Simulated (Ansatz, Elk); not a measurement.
## How far do independent atoms describe InNi3P?

The structure of InNi3P used here is made up (a known structure type with other elements) and was relaxed beforehand with PBE. The aim is the Fourier transform of its all-electron density, F(hkl), set beside the sum over free spherical atoms that refinements use.

Main program and level: Elk 11.2.3 (patched build); DFT, PBE, all-electron APW+lo, Dirac cores, scalar-relativistic bands, static density, no spin.

The structure was built from a prototype and need not be the compound's stable phase.

### Step 1. The starting structure

It takes space group Pm-3m (No. 221, cubic). Conventional cell: a = 4.209 Å, b = 4.209 Å, c = 4.209 Å, α = 90.00°, β = 90.00°, γ = 90.00°. Nearest to In lie 12 Ni at 2.98 Å. Nearest to Ni lie 2 P at 2.10 Å and 8 Ni at 2.98 Å and 4 In at 2.98 Å. Nearest to P lie 6 Ni at 2.10 Å. Farther neighbours are not listed.

Structure file:

```cif
data_structure
_symmetry_space_group_name_H-M 'Pm-3m'
_symmetry_Int_Tables_number 221
_cell_length_a 4.2092
_cell_length_b 4.2092
_cell_length_c 4.2092
_cell_angle_alpha 90.000
_cell_angle_beta 90.000
_cell_angle_gamma 90.000
_cell_volume 74.58
loop_
_atom_site_label
_atom_site_type_symbol
_atom_site_symmetry_multiplicity
_atom_site_Wyckoff_symbol
_atom_site_fract_x
_atom_site_fract_y
_atom_site_fract_z
_atom_site_occupancy
In1 In 1 a 0.00000 0.00000 0.00000 1
Ni1 Ni 3 c 0.00000 0.50000 0.50000 1
P1 P 1 b 0.50000 0.50000 0.50000 1
```

### Step 2. Ground state and structure factors

An all-electron density is needed, since X-rays see the cores too. Task 0 finds the density and task 195 Fourier-transforms it; tshift is off so that phases refer to the origin typed.

Contents of elk.in:

```
tasks
  0
  195

xctype
  20

spinpol
  .false.

rgkmax
  7.0

gmaxvr
  14.0

lmaxo
  7

lmaxapw
  8

swidth
  0.002

tshift
  .false.

ramdisk
  .false.

hmaxvr
  5.5

maxscl
  120

epspot
  1e-06

sppath
  './'

avec
  7.95423687187 -0.00000000000 0.00000000000
  -0.00000000000 7.95423687187 -0.00000000000
  0.00000000000 -0.00000000000 7.95423687187

atoms
  3
  'In.in'
  1
  -0.0000000000 -0.0000000000 0.0000000000   0.000000 0.000000 0.000000
  'Ni.in'
  3
  0.0000000000 0.5000000000 0.5000000000   0.000000 0.000000 0.000000
  0.5000000000 -0.0000000000 0.5000000000   0.000000 0.000000 0.000000
  0.5000000000 0.5000000000 0.0000000000   0.000000 0.000000 0.000000
  'P.in'
  1
  0.5000000000 0.5000000000 0.5000000000   0.000000 0.000000 0.000000

ngridk
  5 5 5
```

Launch:

```
$ OMP_NUM_THREADS=4 elk
```

Numbers of over 12 decimals in the logs are rounded to 6 here.

Log:

```text
┌─────────────────────────┐
│ Elk code version 11.2.3 │
└─────────────────────────┘

All units are atomic (Hartree, Bohr, etc.)

┌─────────────────────────────────────────────────┐
│ Ground-state run starting from atomic densities │
└─────────────────────────────────────────────────┘

Lattice vectors :
   7.954236872      -0.000000000       0.000000000
  -0.000000000       7.954236872      -0.000000000
   0.000000000      -0.000000000       7.954236872

Reciprocal lattice vectors :
  0.7899167963       0.000000000       0.000000000
   0.000000000      0.7899167963       0.000000000
   0.000000000       0.000000000      0.7899167963

Unit cell volume      :    503.2636459
Brillouin zone volume :   0.4928832342

Muffin-tin inner radius fraction :   0.1000000000E-01

Nuclei treated as point charges

Species : 1 (In)
 parameters loaded from : In.in
 name : indium
 nuclear charge    :   -49.00000000
 electronic charge :    49.00000000
 atomic mass :    209300.4102
 muffin-tin radius :    2.600000000
 number of radial points in muffin-tin :   1193
 inner part over the whole radius :   0.9943151076E-02
 number on inner part of muffin-tin    :    850
 approximate nuclear radius :   0.8768807633E-04
 number of mesh points to nuclear radius :    427
 atomic positions (lattice), magnetic fields (Cartesian) :
  1 :   0.00000000  0.00000000  0.00000000    0.00000000  0.00000000  0.00000000

Species : 2 (Ni)
 parameters loaded from : Ni.in
 name : nickel
 nuclear charge    :   -28.00000000
 electronic charge :    28.00000000
 atomic mass :    106991.5231
 muffin-tin radius :    2.048931358
 number of radial points in muffin-tin :    993
 inner part over the whole radius :   0.9940922928E-02
 number on inner part of muffin-tin    :    698
 approximate nuclear radius :   0.7325707712E-04
 number of mesh points to nuclear radius :    338
 atomic positions (lattice), magnetic fields (Cartesian) :
  1 :   0.00000000  0.50000000  0.50000000    0.00000000  0.00000000  0.00000000
  2 :   0.50000000  0.00000000  0.50000000    0.00000000  0.00000000  0.00000000
  3 :   0.50000000  0.50000000  0.00000000    0.00000000  0.00000000  0.00000000

Species : 3 (P)
 parameters loaded from : P.in
 name : phosphorus
 nuclear charge    :   -15.00000000
 electronic charge :    15.00000000
 atomic mass :    56461.71230
 muffin-tin radius :    1.878187078
 number of radial points in muffin-tin :    793
 inner part over the whole radius :   0.9892933187E-02
 number on inner part of muffin-tin    :    551
 approximate nuclear radius :   0.6081821256E-04
 number of mesh points to nuclear radius :    251
 atomic positions (lattice), magnetic fields (Cartesian) :
  1 :   0.50000000  0.50000000  0.50000000    0.00000000  0.00000000  0.00000000

Total number of atoms per unit cell :    5
Total muffin-tin volume :    209.4665074
 ratio of muffin-tin to unit cell volume :   0.4162162500

Spin treatment :
 spin-unpolarised

Number of Bravais lattice symmetries :   48
Number of crystal symmetries         :   48
Crystal has inversion symmetry
Real symmetric eigensolver will be used

k-point grid :      5     5     5
k-point offset :    0.000000000       0.000000000       0.000000000
k-point set is reduced with full crystal symmetry group
Total number of k-points :       10

Muffin-tin radius times maximum |G+k| :    7.000000000
 using average radius
Maximum |G+k| for APW functions       :    3.294123491
Maximum (1/2)|G+k|²                   :    5.425624786
Maximum |G| for potential and density :    14.00000000
Constant for pseudocharge density :    9
 order of it for each species :   16  16  16
 order of it for pair densities of each species (exact exchange by exxq0 0: 17) :   15   9   6
Radial integration step length :    1

G-vector grid sizes :     36    36    36
Number of G-vectors :    23439

Maximum angular momentum used for
 APW functions            :    8
 outer part of muffin-tin :    7
 inner part of muffin-tin :    2

Total nuclear charge    :   -148.0000000
[...]
Density of states at Fermi energy :    41.73679006
 (states/Hartree/unit cell)

Estimated indirect band gap :   0.5639133882E-02
 from k-point 6 to k-point 6
Estimated direct band gap   :   0.5639133882E-02
 at k-point 6

Charges :
 core                        :    76.00000000
 valence                     :    72.00000000
 interstitial                :    7.748033354
 muffin-tins (core leakage)
  species : 1 (In)
   atom 1                    :    46.62334468     (  0.1339834935E-03)
  species : 2 (Ni)
[...]
species : 3 (P)
[...]
total in muffin-tins        :    140.2519666
 total calculated charge     :    147.9922902
 total charge                :    148.0000000
 error                       :   0.7709834557E-02

RMS change in Kohn-Sham potential (target) :   0.4643744103     (  0.1000000000E-05)
Absolute change in total energy (target)   :   0.7273699913E-01 (  0.1000000000E-03)

[... loops 3 to 17 left out ...]

┌──────────────────┐
│ Loop number : 18 │
└──────────────────┘

Energies :
 Fermi                       :     0.287174
 sum of occupied eigenvalues :     -6347.8606015169
 electron kinetic            :      11159.376657854
 core electron kinetic       :      10464.553369670
 Coulomb                     :     -21572.981823847
 Coulomb potential           :     -17020.290435371
 nuclear-nuclear             :     -1450.8092374683
 electron-nuclear            :     -23263.786143642
 Hartree                     :      3141.6135572640
 Madelung                    :     -13062.836606161
 xc potential                :     -486.94682399977
 exchange                    :     -366.95040031645
 correlation                 :     -7.268698
 electron entropic           :    -0.45100650985776E-03
 total energy                :     -10787.824715054

Density of states at Fermi energy :    24.91159378
 (states/Hartree/unit cell)

Estimated indirect band gap :   0.1224398013E-01
 from k-point 5 to k-point 9
Estimated direct band gap   :   0.1661866374E-01
 at k-point 5

Charges :
 core                        :    76.00000000
 valence                     :    72.00000000
 interstitial                :    8.582313116
 muffin-tins (core leakage)
  species : 1 (In)
[...]
species : 2 (Ni)
[...]
species : 3 (P)
[...]
total in muffin-tins        :    139.4176869
 total calculated charge     :    147.9922782
 total charge                :    148.0000000
 error                       :   0.7721843337E-02

RMS change in Kohn-Sham potential (target) :   0.4687136012E-07 (  0.1000000000E-05)
Absolute change in total energy (target)   :   0.3058563016E-04 (  0.1000000000E-03)

Convergence targets achieved

┌──────────────────┐
│ Loop number : 19 │
└──────────────────┘

Energies :
 Fermi                       :     0.287174
 sum of occupied eigenvalues :     -6347.8605982899
 electron kinetic            :      11159.376661490
 core electron kinetic       :      10464.553371570
 Coulomb                     :     -21572.981824462
 Coulomb potential           :     -17020.290435310
 nuclear-nuclear             :     -1450.8092374683
 electron-nuclear            :     -23263.786144736
 Hartree                     :      3141.6135577424
 Madelung                    :     -13062.836606807
 xc potential                :     -486.94682446984
 exchange                    :     -366.95040034495
 correlation                 :     -7.268698
 electron entropic           :    -0.45100671052542E-03
 total energy                :     -10787.824712057

Density of states at Fermi energy :    24.91160517
 (states/Hartree/unit cell)

Estimated indirect band gap :   0.1224397862E-01
 from k-point 5 to k-point 9
Estimated direct band gap   :   0.1661865653E-01
 at k-point 5

Charges :
 core                        :    76.00000000
 valence                     :    72.00000000
 interstitial                :    8.582313015
 muffin-tins (core leakage)
  species : 1 (In)
[...]
species : 2 (Ni)
[...]
atom 2                    :    26.52591049     (  0.1802361756E-02)
   atom 3                    :    26.52591049     (  0.1802361756E-02)
  species : 3 (P)
   atom 1                    :    12.62168914     (  0.2109103074E-02)
 total in muffin-tins        :    139.4176870
 total calculated charge     :    147.9922782
 total charge                :    148.0000000
 error                       :   0.7721843441E-02

┌──────────────────────────────┐
│ Self-consistent loop stopped │
└──────────────────────────────┘

Warning : core states of species 1 leak from the muffin-tin :   0.1266287331E-03

Warning : core states of species 2 leak from the muffin-tin :   0.1802361756E-02

Warning : core states of species 3 leak from the muffin-tin :   0.2109103074E-02

Wrote STATE.OUT
```

It took 20 s on 4 threads of Arm Neoverse V2, shared host; peak memory 0.2 GiB; 47 s of CPU time.

SFACRHO.OUT:

```text

h k l indices transformed by vhmat matrix:
   1.000000000       0.000000000       0.000000000    
   0.000000000       1.000000000       0.000000000    
   0.000000000       0.000000000       1.000000000    

      h      k      l  multipl.   |H|            Re(F)            Im(F)           |F|

      0      0      0      1   0.0000000       148.00000      0.11472581E-16   148.00000    
     -1      0      0      6  0.78991680       6.3239484     -0.69972975E-14   6.3239484    
      1     -1      0     12   1.1171110       29.229351      0.68700652E-14   29.229351    
     -1     -1     -1      8   1.3681760       94.884288      0.12355089E-13   94.884288    
      0      0     -2      6   1.5798336       109.30053      0.12543219E-13   109.30053    
     -1     -2      0     24   1.7663077       7.0452239     -0.81331676E-14   7.0452239    
      1     -2      1     24   1.9348931       24.244759     -0.73674448E-14   24.244759    
      0      2     -2     12   2.2342221       92.751683     -0.11334457E-13   92.751683    
      0     -3      0      6   2.3697504       6.5620006     -0.15416016E-13   6.5620006    
     -1      2     -2     24   2.3697504       6.4984735     -0.89543699E-14   6.4984735    
      3      1      0     24   2.4979362       21.795757     -0.38797808E-14   21.795757    
      1     -3      1     24   2.6198576       69.103136      0.28516727E-14   69.103136    
     -2      2      2      8   2.7363521       81.837357     -0.93107471E-14   81.837357    
     -3      2      0     24   2.8480855       6.1718944     -0.19801283E-14   6.1718944    
     -3      1      2     48   2.9555980       20.251879     -0.15313090E-13   20.251879    
      0     -4      0      6   3.1596672       73.837134      0.16639817E-13   73.837134    
      2     -2     -3     24   3.2569104       5.9171616     -0.51101062E-15   5.9171616    
      4     -1      0     24   3.2569104       5.7758328     -0.73498333E-15   5.7758328
```

Elk indexes on the primitive cell of elk.in and gives |H| = 4π sin θ/λ in inverse bohr. Below, one row stands for each form hkl of the conventional cell (m members, Friedel mates merged), F is for one primitive cell and the density is static (no thermal factor). Free-atom factors are Waasmaier and Kirfel's, and R is Σm||F|−|F'||/Σm|F|.

```
hkl   m  sin θ/λ (Å⁻¹)  abs F, DFT  neutral atoms   diff.
100   6          0.119       6.324          6.761  -0.437
110  12          0.168      29.229         29.353  -0.124
111   8          0.206      94.884         94.947  -0.062
200   6          0.238     109.300        109.515  -0.215
210  24          0.266       7.045          6.960  +0.085
211  24          0.291      24.245         24.249  -0.004
220  12          0.336      92.752         92.969  -0.217
300   6          0.356       6.562          6.395  +0.167
221  24          0.356       6.498          6.395  +0.104
310  24          0.376      21.796         21.825  -0.029
311  24          0.394      69.103         69.147  -0.044
222   8          0.411      81.837         81.929  -0.091
320  24          0.428       6.172          5.995  +0.177
321  48          0.445      20.252         20.234  +0.018
400   6          0.475      73.837         73.835  +0.002
322  24          0.490       5.917          5.795  +0.122
410  24          0.490       5.776          5.795  -0.019
411  24          0.504      19.250         19.051  +0.199
330  12          0.504      18.950         19.051  -0.102
331  24          0.518      56.019         55.991  +0.028
420  24          0.531      67.632         67.623  +0.009
421  48          0.544       5.689          5.746  -0.057
```

### Step 3. The highest occupied states alone

An energy window below the Fermi level keeps the highest occupied states, to see at which angles they scatter; shallow core shells can lie inside it and anion s states outside. No new self-consistency is needed.

Edit elk.in of step 2 so:

```diff
@@ -1,3 +1,2 @@
 tasks
-  0
   195
@@ -40,2 +39,5 @@
 
+wsfac
+  -0.080320 0.587170
+
 sppath
```

Launch:

```
$ OMP_NUM_THREADS=4 elk
```

Log:

```text
┌─────────────────────────────────┐
│ Elk code version 11.2.3 started │
└─────────────────────────────────┘

Info(readinput): the functional depends on the density's gradient
 muffin-tin radial points multiplied by    2.00000
 (not where nrmtscf is given)

┌────────────────────┐
│ Current task : 195 │
└────────────────────┘
Info(checkmt): changed muffin-tin radius of species 2 (Ni) from   2.4000 to   2.0489
Info(checkmt): changed muffin-tin radius of species 3 (P) from   2.2000 to   1.8782

Info(sfacrho): density structure factors written to SFACRHO.OUT

 Energy window :  -0.8032000000E-01  0.5871700000

┌──────────────────┐
│ Elk code stopped │
└──────────────────┘
```

Wall time 8.1 s (4 threads); peak memory 0.16 GiB.

States within 10 eV below the Fermi level hold 36.00 electrons; any levels below the window count with the cores. Their amplitudes can exceed the total, where window and core parts have opposite phase:

```
hkl  sin θ/λ (Å⁻¹)  abs F, window  abs F, all
100          0.119          8.755       6.324
110          0.168          5.272      29.229
111          0.206         16.485      94.884
200          0.238         15.179     109.300
210          0.266          4.625       7.045
211          0.291          4.088      24.245
220          0.336         10.023      92.752
300          0.356          2.894       6.562
221          0.356          3.033       6.498
310          0.376          2.997      21.796
```

### Step 4. Another functional

The difference from free atoms is small, so it is set against the change that PBEsol makes.

Edit elk.in of step 3 so:

```diff
@@ -1,2 +1,3 @@
 tasks
+  0
   195
@@ -4,3 +5,3 @@
 xctype
-  20
+  22
 
@@ -39,5 +40,2 @@
 
-wsfac
-  -0.080320 0.587170
-
 sppath
```

Launch:

```
$ OMP_NUM_THREADS=4 elk
```

Log:

```text
┌─────────────────────────┐
│ Elk code version 11.2.3 │
└─────────────────────────┘

All units are atomic (Hartree, Bohr, etc.)

┌─────────────────────────────────────────────────┐
│ Ground-state run starting from atomic densities │
└─────────────────────────────────────────────────┘

Lattice vectors :
   7.954236872      -0.000000000       0.000000000
  -0.000000000       7.954236872      -0.000000000
   0.000000000      -0.000000000       7.954236872

Reciprocal lattice vectors :
  0.7899167963       0.000000000       0.000000000
[...]
species : 3 (P)
   atom 1                    :    12.61460529     (  0.2131071347E-02)
 total in muffin-tins        :    139.4063736
 total calculated charge     :    147.9921497
 total charge                :    148.0000000
 error                       :   0.7850285663E-02

┌──────────────────────────────┐
│ Self-consistent loop stopped │
└──────────────────────────────┘

Warning : core states of species 1 leak from the muffin-tin :   0.1282680045E-03

Warning : core states of species 2 leak from the muffin-tin :   0.1834493630E-02

Warning : core states of species 3 leak from the muffin-tin :   0.2131071347E-02

Wrote STATE.OUT
[key lines of the parts left out:]
total energy                :     -10780.756212956
```

The job ended after 19 s (4 threads; peak memory 0.2 GiB; 45 s of CPU time).

Against the first run R = 0.03 %; the largest change is -0.034 at 200.

### Step 5. A coarser k-mesh

About half the k-points along each axis test the sampling.

Edit elk.in of step 4 so:

```diff
@@ -5,3 +5,3 @@
 xctype
-  22
+  20
 
@@ -63,2 +63,2 @@
 ngridk
-  5 5 5
+  2 2 2
```

Launch:

```
$ OMP_NUM_THREADS=4 elk
```

Log:

```text
┌─────────────────────────┐
│ Elk code version 11.2.3 │
└─────────────────────────┘

All units are atomic (Hartree, Bohr, etc.)

┌─────────────────────────────────────────────────┐
│ Ground-state run starting from atomic densities │
└─────────────────────────────────────────────────┘

Lattice vectors :
   7.954236872      -0.000000000       0.000000000
  -0.000000000       7.954236872      -0.000000000
   0.000000000      -0.000000000       7.954236872

Reciprocal lattice vectors :
  0.7899167963       0.000000000       0.000000000
[...]
species : 3 (P)
   atom 1                    :    12.63230227     (  0.2112790436E-02)
 total in muffin-tins        :    139.3972266
 total calculated charge     :    147.9925181
 total charge                :    148.0000000
 error                       :   0.7481890808E-02

┌──────────────────────────────┐
│ Self-consistent loop stopped │
└──────────────────────────────┘

Warning : core states of species 1 leak from the muffin-tin :   0.1265572832E-03

Warning : core states of species 2 leak from the muffin-tin :   0.1798378928E-02

Warning : core states of species 3 leak from the muffin-tin :   0.2112790436E-02

Wrote STATE.OUT
[key lines of the parts left out:]
total energy                :     -10787.830765679
```

The job ended after 15 s (4 threads; peak memory 0.21 GiB).

Against the first run R = 0.05 %; the largest change is +0.048 at 500.

### Step 6. Settings against the effect

```
          run  R against the first run (%)  R against neutral atoms, low angle (%)  wall time
PBE, rgkmax 7                         0.00                                    0.31       20 s
       PBEsol                         0.03                                    0.34       19 s
 k-mesh 2×2×2                         0.05                                    0.32       15 s
```

### Step 7. What came out

| Item | Value |
| --- | --- |
| R against neutral atoms, sin θ/λ < 0.3 Å⁻¹ | 0.31 % |
| R against neutral atoms, 0.3 to 0.82 Å⁻¹ | 0.28 % |

What this shows: Independent neutral atoms miss the calculated amplitudes by R = 0.31 % below 0.3 Å⁻¹ and 0.28 % from there to 0.82 Å⁻¹; by shells, 6.92 % below 0.15 Å⁻¹ (1 form), 0.22 % 0.15 to 0.3 (5 forms), 0.26 % 0.3 to 0.45 (8 forms), 0.28 % above 0.45 (41 forms). Bonding, aspherical density and the tables' own atoms all enter these figures, and the runs don't part them. The largest change of an amplitude is -0.44 electrons, at 100. The window's part falls from 36.0 electrons at the origin to at most 5.49 between 0.45 and 0.82 Å⁻¹, where compact states inside the window still scatter. Below 0.3 Å⁻¹ the changes that finished (PBEsol and k-mesh 2×2×2) move F by R = 0.03 % at most, against the 0.31 % that separates it from free atoms. The basis has no finished test. These runs have no spin, though d or f shells may be open. Part of the difference isn't bonding: the tables are fits to free atoms and ions calculated by other methods than this functional. Thermal motion, anomalous dispersion and extinction are left out.

[Logs are printed without paths, hosts, clocks, repeated set-up lines and the standing remarks that a program may print on its own settings, such as how far it seeks lower states.]

[Hosts, paths, dates, database ids (printed as entryN), source tags and the programs' standing remarks are cut or masked in the printed files.]
